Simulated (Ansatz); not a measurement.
# Ag(111) with 4 thermally displaced layers, 2x2: scattering by thermal displacements

Aim: the resistivity of Ag at 180 K from frozen thermal displacements between perfect leads.

Program: Ansatz 0.2.0. Level of theory: Ansatz plane-wave DFT, PBE, PAW files; ballistic transport by layer matching (Landauer), zero bias; PAW set soft_1. Results are calculated unless marked as measured.

Report form: the programs' logs are mostly left out.

## 1. The starting structure

The cell holds 40 atoms: 40 Ag. Cell: a = 5.779 Å, b = 5.779 Å, c = 23.651 Å, α = 93.5°, β = 86.5°, γ = 120.0°. It derives from Ag. Regions: lead, 24 atoms (24 Ag); scattering region, 16 atoms (16 Ag). The structure is stacked along c, and the current runs across the ab planes.

## 2. With 4 displaced layers

Each atom of 4 layers is moved at random, by amounts drawn from a normal law 0.0707 Å wide in each direction from the Debye model (225 K) at 180 K. The layers about the cell's end stay perfect and serve as the lead. Disorder leaves little or no symmetry, which makes such runs dear. Energies from -0.05 to 0.05 eV in steps of 0.05 eV are too few for the program's thermal sum, so it prints no conductance; for a metal the transmission near the Fermi level serves, at a fraction of the cost.

input.yaml

```yaml
crystal:
  lattice:
    - [5.7787594586, 0.0, 0.0]
    - [-2.8893797293, 5.0045524935, 0.0]
    - [1.4446898646, -0.8340920822, 23.5916866996]
  atoms:
    - { symbol: Ag, position: [0.9916666667, 0.0083333333, 0.05] }
    - { symbol: Ag, position: [0.9916666667, 0.5083333333, 0.05] }
    - { symbol: Ag, position: [0.4916666667, 0.0083333333, 0.05] }
    - { symbol: Ag, position: [0.4916666667, 0.5083333333, 0.05] }
    - { symbol: Ag, position: [0.1416666667, 0.3583333333, 0.15] }
    - { symbol: Ag, position: [0.1416666667, 0.8583333333, 0.15] }
    - { symbol: Ag, position: [0.6416666667, 0.3583333333, 0.15] }
    - { symbol: Ag, position: [0.6416666667, 0.8583333333, 0.15] }
[... 28 atom lines left out ...]
    - { symbol: Ag, position: [0.8416666667, 0.1583333333, 0.95] }
    - { symbol: Ag, position: [0.8416666667, 0.6583333333, 0.95] }
    - { symbol: Ag, position: [0.3416666667, 0.1583333333, 0.95] }
    - { symbol: Ag, position: [0.3416666667, 0.6583333333, 0.95] }
kpoints:
  mp_grid: { grid: [4, 4, 1] }
hamiltonian:
  xc: pbe
  pseudopotentials: { kind: paw, azcp: { folder: soft_1 } }
scf:
  occupations: { method: fermi_dirac, width: 0.1 }
output:
  transmission: { leads: [[0, 4]], kmesh: [8, 8], e_range: [-0.05, 0.05], de: 0.05 }
  write_potential: true
  write_density: true
  volumetric_format: npy
  elf: true
```

On the command line:

```
> ansatz run input.yaml --threads 4 --pin off --max-ram 15360MiB --backend cpu --events-out ev --progress --plain --runs-dir out
```

Run time: 6.3 min. Hardware: 4 threads of Arm Neoverse V2, shared host; peak memory 6 GiB.

Numbers from this step:

```yaml
free_energy: -303623.0215 eV
energy_at_zero_smearing: -303622.8064 eV
fermi_energy: 17.23 eV
cell_area: 28.92 Å²
transmission_per_spin_nearest_the_fermi_level: 3.192
open_channels_per_spin_nearest_the_fermi_level: 3.234
step_of_the_lead_s_potential: 6.7 meV
```

Per spin. The transmission, zone mean stays at 3.19 for energy from -0.05 to 0.05 eV.

Per spin. The open channels, zone mean, lead stays at 3.23 for energy from -0.05 to 0.05 eV.

Transmission over k1 and k2. At 0.0000 eV from the Fermi level.

Values, 8 rows by 8 columns:
```
2.99 3.89 2.99 2.99 3.90 2.99 2.99 2.99
2.99 2.99 3.87 2.99 3.87 2.99 2.99 2.99
2.99 2.99 2.99 2.91 2.89 2.99 2.99 2.99
3.93 3.92 3.91 2.88 2.92 2.88 3.91 3.92
2.99 2.99 2.99 2.99 2.89 2.91 2.99 2.99
2.99 2.99 2.99 2.99 3.87 2.99 3.87 2.99
2.99 2.99 2.99 2.99 3.90 2.99 2.99 3.89
3.90 2.99 2.99 2.99 3.90 2.99 2.99 2.99
```
Columns: k1 (b1) from -0.5 to 0.375; rows upwards: k2 (b2) from -0.5 to 0.375.

Open channels over k1 and k2. At 0.0000 eV from the Fermi level.

Ten even steps from '0' (3.00) to '9' (4.00):
```
09009000
00909000
00000000
99900099
00000000
00009090
00009009
90009000
```
Columns: k1 (b1) from -0.5 to 0.375; rows upwards: k2 (b2) from -0.5 to 0.375.

Electrostatic potential energy in the ca plane at fractional y = 0.120, with atoms of Ag within 0.2 Å of it. With pseudopotentials it is smooth inside the atoms' cores, unlike the true potential.

Ten even steps from '0' (-11 eV) to '9' (20 eV), each cell a mean:
```
99999889984021059999999999999710202799889999
99986336897100279999999999999712720699999999
99972001699755799988999987799830102799999999
99961000489988999987899742369973236898778999
99972001589878999987898620148998789986336898
99997435886212699988899720148987789985225898
89999888982010279999999864578852137986446898
89999999972041069999999998899710203898778999
99998668984010279999999999999602711799999999
99984113787423699999999987899720202799999999
99961000589888999988999753479962126899889999
99961000489999999987898620158998789997557999
99984102799767899987899620158999999985225898
89998767897201489988999853479998789985225898
89999999984010069999999998899851026997657998
```
Columns run along c (16.0 Å, from fractional 0.16 to 0.84 of the cell; values clipped at the 3rd and 97th percentile), rows up along a (5.8 Å). Atoms in or near the plane, at fractional coordinates: Ag at (0.65, 0.88), Ag at (0.65, 0.41).

Valence density in the ca plane at fractional y = 0.120, with atoms of Ag within 0.2 Å of it. It is the smooth field of the valence electrons, not physical close to the nuclei.

Ten steps, logarithmic in the rise over the least value, from '0' (0 e/Å³) to '9' (20 e/Å³), each cell a mean:
```
10000110013788631000000000000258975200110000
00012442112576520011000000000258986200000000
00024775211233210011100012110147875200000000
00025886310111000111100134421024542111221000
00014675311121000011111246531001211012332101
10002343112454200011100245531011210013443111
10000111114787510000000123321135542112332101
10000000014898620000000011110258874101121000
00001221113687520000000000000269985200000000
00013554211354210000000011100257875100000000
00025776310111000011000134310124552101110000
00025786310000000011101245531001210012321001
00013554211122100111101245531000000013443111
10001221112465310011100123310011210012443111
10000000013688621000000011100135542111221101
```
Columns run along c (16.0 Å, from fractional 0.16 to 0.84 of the cell), rows up along a (5.8 Å). Atoms in or near the plane, at fractional coordinates: Ag at (0.65, 0.88), Ag at (0.65, 0.41).

ELF in the ca plane at fractional y = 0.120, with atoms of Ag within 0.2 Å of it. It is the smooth field of the valence electrons, not physical close to the nuclei.

Values, 8 rows by 16 columns, each cell a mean:
```
0.17 0.19 0.23 0.20 0.50 0.31 0.19 0.17 0.16 0.18 0.20 0.58 0.41 0.19 0.17 0.17
0.18 0.32 0.45 0.19 0.23 0.19 0.18 0.18 0.19 0.24 0.18 0.43 0.34 0.18 0.18 0.17
0.17 0.28 0.41 0.19 0.24 0.18 0.18 0.18 0.24 0.40 0.19 0.19 0.19 0.23 0.28 0.17
0.17 0.17 0.19 0.24 0.53 0.28 0.17 0.16 0.19 0.27 0.19 0.36 0.25 0.21 0.26 0.17
0.17 0.19 0.22 0.22 0.51 0.28 0.17 0.16 0.17 0.19 0.21 0.61 0.41 0.19 0.17 0.17
0.18 0.32 0.45 0.19 0.22 0.17 0.16 0.17 0.20 0.27 0.18 0.38 0.29 0.18 0.18 0.17
0.17 0.28 0.41 0.18 0.21 0.18 0.18 0.18 0.24 0.38 0.18 0.17 0.17 0.23 0.28 0.17
0.17 0.17 0.19 0.20 0.47 0.29 0.18 0.17 0.18 0.23 0.17 0.29 0.22 0.21 0.26 0.17
```
Columns run along c (16.0 Å, from fractional 0.16 to 0.84 of the cell), rows up along a (5.8 Å). Atoms in or near the plane, at fractional coordinates: Ag at (0.65, 0.88), Ag at (0.65, 0.41).

Over the solved energies the transmission per spin lies between 3.19 and 3.19, out of 3.23 channels of the lead on average (up to 3.23).

## 3. With 8 displaced layers

Each atom of 8 layers is moved at random, by amounts drawn from a normal law 0.0707 Å wide in each direction from the Debye model (225 K) at 180 K. A fresh draw is used; the growth of the resistance with length is what counts.

System of this step: Ag(111) with 8 thermally displaced layers, 2x2. The cell holds 56 atoms: 56 Ag. Cell: a = 5.779 Å, b = 5.779 Å, c = 33.070 Å, α = 87.5°, β = 92.5°, γ = 120.0°. It derives from Ag. Regions: lead, 24 atoms (24 Ag); scattering region, 32 atoms (32 Ag). The structure is stacked along c, and the current runs across the ab planes.

input.yaml

```yaml
crystal:
  lattice:
    - [5.7787594586, 0.0, 0.0]
    - [-2.8893797293, 5.0045524935, 0.0]
    - [-1.4446898646, 0.8340920822, 33.0283613795]
  atoms:
    - { symbol: Ag, position: [0.005952381, 0.994047619, 0.0357142857] }
    - { symbol: Ag, position: [0.005952381, 0.494047619, 0.0357142857] }
    - { symbol: Ag, position: [0.505952381, 0.994047619, 0.0357142857] }
    - { symbol: Ag, position: [0.505952381, 0.494047619, 0.0357142857] }
    - { symbol: Ag, position: [0.1845238095, 0.3154761905, 0.1071428571] }
    - { symbol: Ag, position: [0.1845238095, 0.8154761905, 0.1071428571] }
    - { symbol: Ag, position: [0.6845238095, 0.3154761905, 0.1071428571] }
    - { symbol: Ag, position: [0.6845238095, 0.8154761905, 0.1071428571] }
[... 44 atom lines left out ...]
    - { symbol: Ag, position: [0.3273809524, 0.1726190476, 0.9642857143] }
    - { symbol: Ag, position: [0.3273809524, 0.6726190476, 0.9642857143] }
    - { symbol: Ag, position: [0.8273809524, 0.1726190476, 0.9642857143] }
    - { symbol: Ag, position: [0.8273809524, 0.6726190476, 0.9642857143] }
kpoints:
  mp_grid: { grid: [4, 4, 1] }
hamiltonian:
  xc: pbe
  pseudopotentials: { kind: paw, azcp: { folder: soft_1 } }
scf:
  occupations: { method: fermi_dirac, width: 0.1 }
output:
  transmission: { leads: [[0, 4]], kmesh: [8, 8], e_range: [-0.05, 0.05], de: 0.05 }
  write_potential: true
  write_density: true
  volumetric_format: npy
```

Run time: 12 min. Hardware: 4 threads; peak memory 10 GiB.

This step gave:

```
free energy                                    : -425071.7636 eV
energy at zero smearing                        : -425071.4472 eV
Fermi energy                                   : 17.16 eV
transmission per spin nearest the Fermi level  : 3.199
open channels per spin nearest the Fermi level : 3.328
step of the lead's potential                   : 3.3 meV
```

Per spin. The transmission, zone mean by energy, zero at the Fermi level:

```
energy (eV)  transmission, zone mean
    -0.0500                     3.20
     0.0000                     3.20
     0.0500                     3.14
```

Over the solved energies the transmission per spin lies between 3.14 and 3.20, out of 3.30 channels of the lead on average (up to 3.33).

## 4. With 12 displaced layers

Each atom of 12 layers is moved at random, by amounts drawn from a normal law 0.0707 Å wide in each direction from the Debye model (225 K) at 180 K. A fresh draw is used; the growth of the resistance with length is what counts.

System of this step: Ag(111) with 12 thermally displaced layers, 2x2. The cell holds 72 atoms: 72 Ag. Its edges and angles: a = 5.779 Å, b = 5.779 Å, c = 42.465 Å, α = 90.0°, β = 90.0°, γ = 120.0°. It derives from Ag. Regions: lead, 24 atoms (24 Ag); scattering region, 48 atoms (48 Ag). The structure is stacked along c, and the current runs across the ab planes.

input.yaml

```yaml
crystal:
  lattice:
    - [5.7787594586, 0.0, 0.0]
    - [-2.8893797293, 5.0045524935, 0.0]
    - [0.0, 0.0, 42.4650360593]
  atoms:
    - { symbol: Ag, position: [0.0, 0.0, 0.0277777778] }
    - { symbol: Ag, position: [0.0, 0.5, 0.0277777778] }
    - { symbol: Ag, position: [0.5, 0.0, 0.0277777778] }
    - { symbol: Ag, position: [0.5, 0.5, 0.0277777778] }
    - { symbol: Ag, position: [0.1666666667, 0.3333333333, 0.0833333333] }
    - { symbol: Ag, position: [0.1666666667, 0.8333333333, 0.0833333333] }
    - { symbol: Ag, position: [0.6666666667, 0.3333333333, 0.0833333333] }
    - { symbol: Ag, position: [0.6666666667, 0.8333333333, 0.0833333333] }
[... 60 atom lines left out ...]
    - { symbol: Ag, position: [0.3333333333, 0.1666666667, 0.9722222222] }
    - { symbol: Ag, position: [0.3333333333, 0.6666666667, 0.9722222222] }
    - { symbol: Ag, position: [0.8333333333, 0.1666666667, 0.9722222222] }
    - { symbol: Ag, position: [0.8333333333, 0.6666666667, 0.9722222222] }
kpoints:
  mp_grid: { grid: [4, 4, 1] }
hamiltonian:
  xc: pbe
  pseudopotentials: { kind: paw, azcp: { folder: soft_1 } }
scf:
  occupations: { method: fermi_dirac, width: 0.1 }
output:
  transmission: { leads: [[0, 4]], kmesh: [8, 8], e_range: [-0.05, 0.05], de: 0.05 }
  write_potential: true
  write_density: true
  volumetric_format: npy
```

Elapsed: 20 min, on 4 threads; peak memory 8.1 GiB; 72 min of CPU time.

This step gave:

| Quantity | Value |
| --- | --- |
| free energy | -546520.1500 eV |
| energy at zero smearing | -546519.7339 eV |
| Fermi energy | 17.24 eV |
| transmission per spin nearest the Fermi level | 3.069 |
| open channels per spin nearest the Fermi level | 3.234 |
| step of the lead's potential | 7.9 meV |

Per spin. Table of transmission, zone mean by energy, zero at the Fermi level:

```
energy (eV)  transmission, zone mean
    -0.0500                     3.05
     0.0000                     3.07
     0.0500                     3.08
```

Over the solved energies the transmission per spin lies between 3.05 and 3.08, out of 3.23 channels of the lead on average (up to 3.23).

## 5. Resistance against length

This step: Ansatz plane-wave DFT, PBE, PAW files; ballistic transport by layer matching (Landauer), zero bias; resistivity from the slope of the area resistance; PAW set soft_1 (Ansatz 0.2.0).

This step gave:

- resistivity: 2.533 µΩ cm
- intercept: -0.007771 fΩ m²
- scatter about the fit: 8.66e-4 fΩ m²

Resistance, by row:

```
run  length (Å)      T  channels N  RA (fΩ m²)
 n4       9.437  3.191       3.234     0.01552
 n8       18.87  3.181       3.297     0.04126
n12       28.31  3.066       3.234     0.06333
```

Table of area resistance by length of the displaced region:

```
length of the displaced region (Å)  area resistance (fΩ m²)
                              9.44                   0.0155
                             18.87                   0.0413
                             28.31                   0.0633
```

The area resistance goes from 0.016 to 0.063 fΩ m² between 9.4 and 28.3 Å, a slope of 2.5 µΩ cm.

By hand from the end points: (0.06333 − 0.01552) fΩ m² / (28.31 − 9.44) Å = 2.5 µΩ cm, since 1 fΩ m² per Å is 1000 µΩ cm.

## 6. Summary of results

| Property | Result |
| --- | --- |
| resistivity from the slope | 2.53 µΩ cm |
| area resistance over 9.44 Å | 0.0155 fΩ m² |
| area resistance over 18.9 Å | 0.0413 fΩ m² |
| area resistance over 28.3 Å | 0.0633 fΩ m² |

In words: The slope gives 2.5 µΩ cm. The points scatter by 8.7e-4 fΩ m² about the line, with one random draw a length in a 2x2 cell, so the slope is a rough value. The mean square of the displacements drawn is 0.78, 0.99 and 1.2 of the nominal one at the three lengths; with each resistance scaled back by that, the slope is 1.8 µΩ cm, the value used below. The lead's own channel count moves between the runs (3.23, 3.30 and 3.23), which shifts RA and the slope too. Read with a model of isotropic scattering on a spherical Fermi surface and the lead's 0.87×10¹⁵ S/m², this slope means a mean free path near 600 Å; over these lengths the model's slope is 1.24 times its bulk resistivity, which would be 1.4 µΩ cm. Uncorrelated displacements put too much weight on short waves, which scatter strongly; with the sideways repeat of a small cell, one draw and three short lengths, the method is good to a factor of two or three.

[Logs are printed without paths, hosts, clocks, repeated set-up lines and the standing remarks that a program may print on its own settings, such as how far it seeks lower states.]

[Hosts, paths, dates, database ids (printed as entryN), source tags and the programs' standing remarks are cut or masked in the printed files.]
